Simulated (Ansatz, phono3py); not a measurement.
# Heat carried by phonons in SiC (Moissanite 3C, F-43m), part 2 of 4

Wanted: κ(T), lifetimes and mean free paths for SiC (Moissanite 3C).

Measurements to reproduce:
- thermal conductivity 360 W/m/K near room temperature (given in “Combining the AFLOW GIBBS and Elastic Libraries to efficiently and robustly screen thermo-mechanical properties of solids”, 2017, arXiv:1611.05714)

Ansatz 0.2.0; DFT LDA, scalar-relativistic, plane waves, PAW.

So far. Step 2 (A first coarse run): The start is under -4.4 GPa at this level and looks like an insulator or semiconductor on this mesh. Step 4 (Tight relaxation): The residual pressure is 0.0016 GPa, small enough for phonons. The relaxed cell has a = 4.329 Å (conventional setting).

### 5. Anharmonic force constants and conductivity

The supercell must be wider than twice the pair cutoff, and the number of displaced cells grows with the pairs inside it, which is where the cost lies.

File input.yaml:

```yaml
crystal:
  lattice:
    - [0.0, 2.1644841273, 2.1644841273]
    - [2.1644841273, 0.0, 2.1644841273]
    - [2.1644841273, 2.1644841273, 0.0]
  atoms:
    - { symbol: Si, position: [0.0, 0.0, 0.0] }
    - { symbol: C, position: [0.25, 0.25, 0.25] }
kpoints:
  mp_grid: { grid: [9, 9, 9] }
hamiltonian:
  xc: lda
scf:
  occupations: { method: fixed }
output:
  eigenvalues: true
phonons:
  method: fd
  dielectric: true
  supercell: [3, 3, 3]
  temperatures: { t_max: 1000, t_step: 50 }
  qpath:
    path:
      - [[0.0, 0.0, 0.0], [-0.5, -0.5, 0.0], [-0.375, -0.375, 0.25]]
      - [[-0.375, 0.0, 0.375], [0.0, 0.0, 0.0], [0.0, 0.0, 0.5], [-0.5, -0.25, 0.25], [-0.5, -0.5, 0.0]]
    npoints: 10
  third_order: { supercell: [3, 3, 3], pair_cutoff: 2.024 }
  lattice_thermal_conductivity:
    qmesh: [15, 15, 15]
    temperatures: [100.0, 150.0, 200.0, 300.0, 400.0, 500.0, 600.0, 800.0]
    isotope_mass_variance:
      - { species: C, variance: 7.387e-05 }
      - { species: Si, variance: 0.0002007 }
```

The run is started by

```
> ansatz run input.yaml --threads 16 --pin off --max-ram 30720MiB --backend cpu --events-out ev --progress --plain --runs-dir out
```

Numbers of over 12 decimals in the logs are rounded to 6 here.

What it wrote:

```text
Warning: phonons: the dynamical matrix that this run interpolates holds no multipole term above the dipole-dipole one, and a site of this crystal is no centre of inversion, so its interpolated transverse optical and acoustic branches and sound speeds can stay off near Gamma, and the density of states and the thermodynamics with them. What a run solves at a wave vector of phonons.qpoints, Gamma apart, where the deck admits one, is free of this, and under fd what a larger phonons.supercell samples
Warning: phonons.dielectric: true without phonons.rigid_motions: the static dielectric tensor ε⁰ will be withheld (ε∞, Z* and the rows of modes are given); for a crystal or a slab, whose only rigid motions are the translations, set phonons.rigid_motions: translations
Warning: phonons.third_order: as it is cut ahead of every solve, the batch solves 29 displaced supercells where 21 would do. It runs under 24 of the 648 operations that the crystal's space group holds on the batch's supercell: the run's FFT boxes carry no more. The force constants lose no accuracy. For the smaller batch, try basis.xc_grid above 1 where it is 1, a denser FFT box (accuracy: high where it is lower, or a larger basis.ecutrho_ratio), or the same crystal shifted so that one of its atoms lies at the cell's origin: each can bring back operations that the batch needs, and none is sure to; [rest of the remark cut]
[...]
Crystal: 54 atoms, lattice volume = 547.592 Å³
Basis set: ecut = 420 eV, 10777 PW (Γ)
Bands: 162, of which v1, the nominal top of the filled ones, is band 108 counted from 1 (107 counted from 0)
Symmetry: 648 space group operations
k-points: 4 of 27 (time reversal used)
[...]
SCF iter   1: F=—  HF=-23009.407559 eV  |F-HF|=—  |Δ(HF+E_count)|=         —  Δρ=1.48e-8  dr2=1.31e-12  ethr=1.00e-12  ⟨swp⟩=3.0  Hψ=1526  notcnv=0
[...]
SCF iter   2: F=-23009.407559 eV  HF=-23009.407559 eV  |F-HF|=3.64e-12  |Δ(HF+E_count)|=  1.09e-11  Δρ=6.16e-9  dr2=1.66e-13  ethr=1.00e-12  ⟨swp⟩=2.0  Hψ=1096  notcnv=0
SCF 1 converged in 2 iterations: F = -23009.407559 eV  dr2 = 1.66e-13
[...]
Crystal: 2 atoms, lattice volume = 20.281 Å³
Basis set: ecut = 420 eV, 411 PW (Γ), exchange–correlation on 48×48×48 points (8 copies of the dense FFT grid, shifted against one another)
Bands: 8, of which v1, the nominal top of the filled ones, is band 4 counted from 1 (3 counted from 0)
Symmetry: 24 space group operations
k-points: 125 of 729 (irreducible under 4 space group operations, time reversal used)
[...]
SCF iter   3: F=-852.200280 eV  HF=-852.200280 eV  |F-HF|=4.55e-13  |Δ(HF+E_count)|=  9.09e-13  Δρ=1.24e-7  dr2=1.98e-12  ethr=1.00e-12  ⟨swp⟩=1.0  Hψ=2500  notcnv=0
SCF 2 converged in 3 iterations: F = -852.200280 eV  dr2 = 1.98e-12
[...]
NSCF: frozen V_eff on 6 k-points
DFPT response loops at Γ: preconditioner auto → none (the input reference at scf.mixing.eps_inf says where Resta's filter doesn't serve); β = 0.50; Broyden in place of MSR1
── the response to a field inside a basis, on 10×10×10 k-points: an SCF that follows is theirs, and a resumed run solves both again ──
Bands: 5, of which v1, the nominal top of the filled ones, is band 4 counted from 1 (3 counted from 0)
k-points: 110 of 1000 (irreducible under 6 space group operations, time reversal used)
[...]
Eigensolver: Dense (110 Hₖ)
SCF iter   1: F=—  HF=-852.203159 eV  |F-HF|=—  |Δ(HF+E_count)|=         —  Δρ=5.05e-4  dr2=7.26e-6  ethr=1.00e-1
[...]
SCF iter   4: F=-852.203162 eV  HF=-852.203162 eV  |F-HF|=3.29e-11  |Δ(HF+E_count)|=   1.04e-7  Δρ=4.36e-6  dr2=1.11e-9  ethr=4.48e-9
SCF 1 converged in 4 iterations: F = -852.203162 eV  dr2 = 1.11e-9
[...]
Symmetry: 2 space group operations
k-points: 10 of 27 (time reversal used)
[...]
SCF iter   7: F=-23009.407477 eV  HF=-23009.407477 eV  |F-HF|=7.28e-12  |Δ(HF+E_count)|=  2.55e-11  Δρ=2.19e-8  dr2=2.28e-12  ethr=1.00e-12  ⟨swp⟩=5.3  Hψ=6710  notcnv=0
SCF 2 converged in 7 iterations: F = -23009.407477 eV  dr2 = 2.28e-12
[...]
SCF iter   7: F=-23009.407481 eV  HF=-23009.407481 eV  |F-HF|=3.64e-12  |Δ(HF+E_count)|=    0.00e0  Δρ=2.30e-8  dr2=2.90e-12  ethr=1.00e-12  ⟨swp⟩=5.9  Hψ=5941  notcnv=0
SCF 3 converged in 7 iterations: F = -23009.407481 eV  dr2 = 2.90e-12
[...]
SCF iter   3: F=-23009.407559 eV  HF=-23009.407559 eV  |F-HF|=1.82e-11  |Δ(HF+E_count)|=    0.00e0  Δρ=5.87e-8  dr2=1.47e-11  ethr=1.00e-12  ⟨swp⟩=1.0  Hψ=1126  notcnv=0
SCF 4 converged in 3 iterations: F = -23009.407559 eV  dr2 = 1.47e-11
[...]
Symmetry: 6 space group operations
k-points: 6 of 27 (time reversal used)
[...]
SCF iter   3: F=-23009.407559 eV  HF=-23009.407559 eV  |F-HF|=2.18e-11  |Δ(HF+E_count)|=  7.28e-12  Δρ=8.80e-8  dr2=3.45e-11  ethr=1.00e-12  ⟨swp⟩=1.0  Hψ=1689  notcnv=0
SCF 5 converged in 3 iterations: F = -23009.407559 eV  dr2 = 3.45e-11
[...]
SCF iter   7: F=-23009.395500 eV  HF=-23009.395500 eV  |F-HF|=5.82e-11  |Δ(HF+E_count)|=   3.13e-9  Δρ=2.61e-7  dr2=3.28e-10  ethr=1.00e-12  ⟨swp⟩=3.0  Hψ=3596  notcnv=0
SCF 6 converged in 7 iterations: F = -23009.395500 eV  dr2 = 3.28e-10
[...]
SCF 7 converged in 8 iterations: F = -23009.369649 eV  dr2 = 4.83e-11
[...]
SCF 8 converged in 7 iterations: F = -23009.397881 eV  dr2 = 2.73e-10
[...]
SCF 9 converged in 8 iterations: F = -23009.390008 eV  dr2 = 2.83e-11
[...]
SCF 10 converged in 8 iterations: F = -23009.378076 eV  dr2 = 3.75e-11
Symmetry: 1 space group operations
k-points: 14 of 27 (time reversal used)
[...]
SCF 11 converged in 8 iterations: F = -23009.387157 eV  dr2 = 3.49e-11
[...]
SCF 12 converged in 8 iterations: F = -23009.381632 eV  dr2 = 3.46e-11
[...]
SCF 13 converged in 8 iterations: F = -23009.384696 eV  dr2 = 3.17e-11
[...]
SCF 14 converged in 8 iterations: F = -23009.384236 eV  dr2 = 3.82e-11
[...]
SCF 15 converged in 7 iterations: F = -23009.396152 eV  dr2 = 3.29e-10
[...]
SCF 33 converged in 7 iterations: F = -23009.396012 eV  dr2 = 4.02e-10
[...]
SCF iter   8: F=-23009.378023 eV  HF=-23009.378023 eV  |F-HF|=2.18e-11  |Δ(HF+E_count)|=  1.67e-10  Δρ=7.17e-8  dr2=4.11e-11  ethr=1.00e-12  ⟨swp⟩=4.0  Hψ=4391  notcnv=0
SCF 34 converged in 8 iterations: F = -23009.378023 eV  dr2 = 4.11e-11
[...]
SCF iter   8: F=-23009.389973 eV  HF=-23009.389973 eV  |F-HF|=1.46e-11  |Δ(HF+E_count)|=  1.46e-10  Δρ=6.98e-8  dr2=3.92e-11  ethr=1.00e-12  ⟨swp⟩=4.0  Hψ=4365  notcnv=0
SCF 35 converged in 8 iterations: F = -23009.389973 eV  dr2 = 3.92e-11
[...]
SCF iter   7: F=-23009.398370 eV  HF=-23009.398370 eV  |F-HF|=1.93e-10  |Δ(HF+E_count)|=  2.33e-10  Δρ=2.40e-7  dr2=3.14e-10  ethr=1.00e-12  ⟨swp⟩=4.0  Hψ=4677  notcnv=0
SCF 36 converged in 7 iterations: F = -23009.398370 eV  dr2 = 3.14e-10
[...]
SCF iter   8: F=-23009.371281 eV  HF=-23009.371281 eV  |F-HF|=1.09e-11  |Δ(HF+E_count)|=  1.82e-10  Δρ=6.59e-8  dr2=2.72e-11  ethr=1.00e-12  ⟨swp⟩=4.0  Hψ=4394  notcnv=0
SCF 37 converged in 8 iterations: F = -23009.371281 eV  dr2 = 2.72e-11
[...]
SCF iter   8: F=-23009.381589 eV  HF=-23009.381589 eV  |F-HF|=2.91e-11  |Δ(HF+E_count)|=  2.04e-10  Δρ=7.29e-8  dr2=4.48e-11  ethr=1.00e-12  ⟨swp⟩=4.0  Hψ=6153  notcnv=0
SCF 38 converged in 8 iterations: F = -23009.381589 eV  dr2 = 4.48e-11
[...]
SCF iter   8: F=-23009.387147 eV  HF=-23009.387147 eV  |F-HF|=1.82e-11  |Δ(HF+E_count)|=  1.53e-10  Δρ=6.99e-8  dr2=3.78e-11  ethr=1.00e-12  ⟨swp⟩=4.0  Hψ=6142  notcnv=0
SCF 39 converged in 8 iterations: F = -23009.387147 eV  dr2 = 3.78e-11
[...]
SCF iter   8: F=-23009.384173 eV  HF=-23009.384173 eV  |F-HF|=1.09e-11  |Δ(HF+E_count)|=  2.00e-10  Δρ=7.08e-8  dr2=3.28e-11  ethr=1.00e-12  ⟨swp⟩=4.0  Hψ=4392  notcnv=0
SCF 40 converged in 8 iterations: F = -23009.384173 eV  dr2 = 3.28e-11
[...]
SCF iter   8: F=-23009.384651 eV  HF=-23009.384651 eV  |F-HF|=2.55e-11  |Δ(HF+E_count)|=  1.38e-10  Δρ=6.99e-8  dr2=4.75e-11  ethr=1.00e-12  ⟨swp⟩=4.0  Hψ=4374  notcnv=0
SCF 41 converged in 8 iterations: F = -23009.384651 eV  dr2 = 4.75e-11
SCF converged after 2 iterations
Free energy (F): -23009.407559 eV
[...]
Internal energy: -23009.407559 eV  (E = F + TS)
E sigma→0 (E₀):  -23009.407559 eV
Fermi energy:    9.497454 eV
[...]
--- Band table (eV) ---
  k-point 0: bands = [... 104 lower, 8.6472, 9.4975, 9.4975, 9.4975, 12.0944, 12.0944, 12.0944, 12.0944, ... 50 higher]
  k-point 1: bands = [... 104 lower, 8.9785, 8.9785, 9.3341, 9.3341, 11.9683, 11.9683, 11.9683, 12.4577, ... 50 higher]
  k-point 2: bands = [... 104 lower, 9.0652, 9.0652, 9.0652, 9.0652, 10.9442, 13.2711, 13.2711, 13.2711, ... 50 higher]
  k-point 3: bands = [... 104 lower, 8.6215, 8.7250, 8.7250, 9.3901, 11.4288, 12.3360, 12.3360, 13.4613, ... 50 higher]
--- Phonons: 2 displaced members + reference (amplitude 0.0025 Å, Σ member SCF iterations 14) ---
  symmetry images taken by strict's conditions (phonons.symmetry_images: auto; settled by the asymmetry read); asymmetry of the core-correction force 8.3e-7 eV/Å at the most on a site, 2.3e-5 eV/Å summed over every site of the supercell
  ASR residual: 4.612e-4 → 0.000e0 eV/Å²; symmetrization residual: 1.563e-4 eV/Å²
  largest component of a force at the reference: 1.1e-16 eV/Å
  ASR residual per site (eV/Å²): 2.58e-6 4.61e-4
  Γ frequencies (cm⁻¹): 0.00 0.00 0.00 797.61 797.61 797.61
  Unit cell's response to a homogeneous field: 3 representative field directions (Σ response iterations 12)
  ε∞ (high-frequency dielectric tensor):
        6.922229    -0.000000    -0.000000
       -0.000000     6.922229     0.000000
       -0.000000     0.000000     6.922229
  ε⁰ (static dielectric tensor): not given — the deck does not say what the cell's rigid motions are, and on a molecule in a box or a wire the rigid rotations would enter the sum over the modes at Γ. For a crystal or a slab, whose only rigid motions are the translations, set phonons.rigid_motions: translations.
  Born effective charges Z* (e; rows j = field, columns β = displacement):
    site 0:
         2.73053    0.00000    0.00000
        -0.00000    2.73053    0.00000
         0.00000    0.00000    2.73053
    site 1:
        -2.73053   -0.00000   -0.00000
         0.00000   -2.73053   -0.00000
        -0.00000   -0.00000   -2.73053
  Z* charge neutrality: 1.089e-3 e pre-enforcement
  solved inside a basis spanned on the 9×9×9 k-mesh, on 10×10×10 k-points, its susceptibility summed on 14×14×14: ε∞ is read to err by 2.0e-2, Z* by 9.7e-3 e; Z* is corrected for what the basis lacks
  optical modes at Γ without the LO–TO term, one row a degenerate level:
      ω (cm⁻¹)  modes    IR ((D/Å)²/amu)
        797.61      3            61.3373
  optical modes at Γ + LO–TO along q̂ = [1.0000, 0.0000, 0.0000]:
      ω (cm⁻¹)  modes    IR ((D/Å)²/amu)
        797.61      2            40.8915
        973.04      1            20.4458
  optical modes at Γ + LO–TO along q̂ = [0.0000, 1.0000, 0.0000]:
      ω (cm⁻¹)  modes    IR ((D/Å)²/amu)
        797.61      2            40.8915
        973.04      1            20.4458
  optical modes at Γ + LO–TO along q̂ = [0.0000, 0.0000, 1.0000]:
      ω (cm⁻¹)  modes    IR ((D/Å)²/amu)
        797.61      2            40.8915
        973.04      1            20.4458
  density of states and harmonic sums: on the 27×27×27 q-mesh, interpolated from the force constants of a 3×3×3 supercell (with the dipole–dipole term)
  largest difference from the sums on the solved wave vectors: F 1.38e-2 eV, S 2.36e-5 and C_V 9.41e-6 eV/K
  zero-point energy: 0.221934 eV/cell   skipped modes (ω ≤ 0): 3   left out of the sums: 2.54e-5 of the cell's modes: C_V's classical limit lies that fraction below 3 k_B per atom; for a crystal, a wire or a layer, F and S can be off by more, and a phonons.interpolated_qmesh denser along its periods is the remedy for the sampling
--- Third-order force constants: 36 member SCFs in a 3×3×3 supercell (pair cutoff 2.024 Å, amplitude 0.03 Å, SCF threshold 1.00e-9 eV, Σ member SCF iterations 279) ---
[...]
26 force-constant blocks with the first atom in the home cell, fitted with 10 parameters over 4 symmetry orbits; no atom triplet left out
  sum-rule residual: 2.263e0 → 4.302e-14 eV/Å³; symmetrization residual: 5.405e-2 eV/Å³; largest sum-rule correction relative to its orbit: 7.095e-2, on the orbit of the block of home site 0 with site 0 of cell (0, 0, 0) and site 0 of cell (0, 0, 0), whose norm before the correction was 1.539e2 eV/Å³
--- Lattice thermal conductivity: 15×15×15 mesh (120 irreducible points), tetrahedron method ---
  three-phonon and isotope scattering only; four-phonon, boundary and, in a metal, phonon-electron scattering are left out
  each conductivity is what the modes' populations carry and what the coherences between them add
  conductivity (a third of the tensor's trace), W/(m K), in the relaxation-time approximation and from the full solution:
       T (K)   relaxation time   full solution  iterations             ending  least Ritz value
      100.00         5836.6779       5765.3961           5          converged          9.132e-1
      150.00         3233.5323       3196.3776           5          converged          8.600e-1
      200.00         1881.9408       1867.0350           5          converged          8.424e-1
      300.00          898.6019        899.5055           6          converged          8.122e-1
      400.00          573.7622        577.8423           6          converged          7.955e-1
      500.00          422.4427        427.1022           6          converged          7.860e-1
      600.00          335.9134        340.5033           6          converged          7.799e-1
      800.00          240.4007        244.4635           6          converged          7.725e-1
```

Elapsed: 4 min, on 16 threads of Arm Neoverse V2, shared host; peak memory 4.9 GiB; 61 min of CPU time.

The run finished. A setting was moved off its sound value on purpose, so it serves as a test and not as the result.

The fault put into the input: a cutoff that holds one neighbour distance alone, with which κ at 300 K comes out at 899 W/(m K) (third-order constants and lattice thermal conductivity).

(Part 2 of 4 ends here.)

[Logs are printed without paths, hosts, clocks, repeated set-up lines and the standing remarks that a program may print on its own settings, such as how far it seeks lower states.]

[Hosts, paths, dates, database ids (printed as entryN), source tags and the programs' standing remarks are cut or masked in the printed files.]

[A step with changed settings may run another functional than the one named; its input shows which.]

[Pressures of single members of a volume series are the stress at the run's cutoff; with an incomplete basis they can lie off −dE/dV of the same runs, and they are not shown converged.]
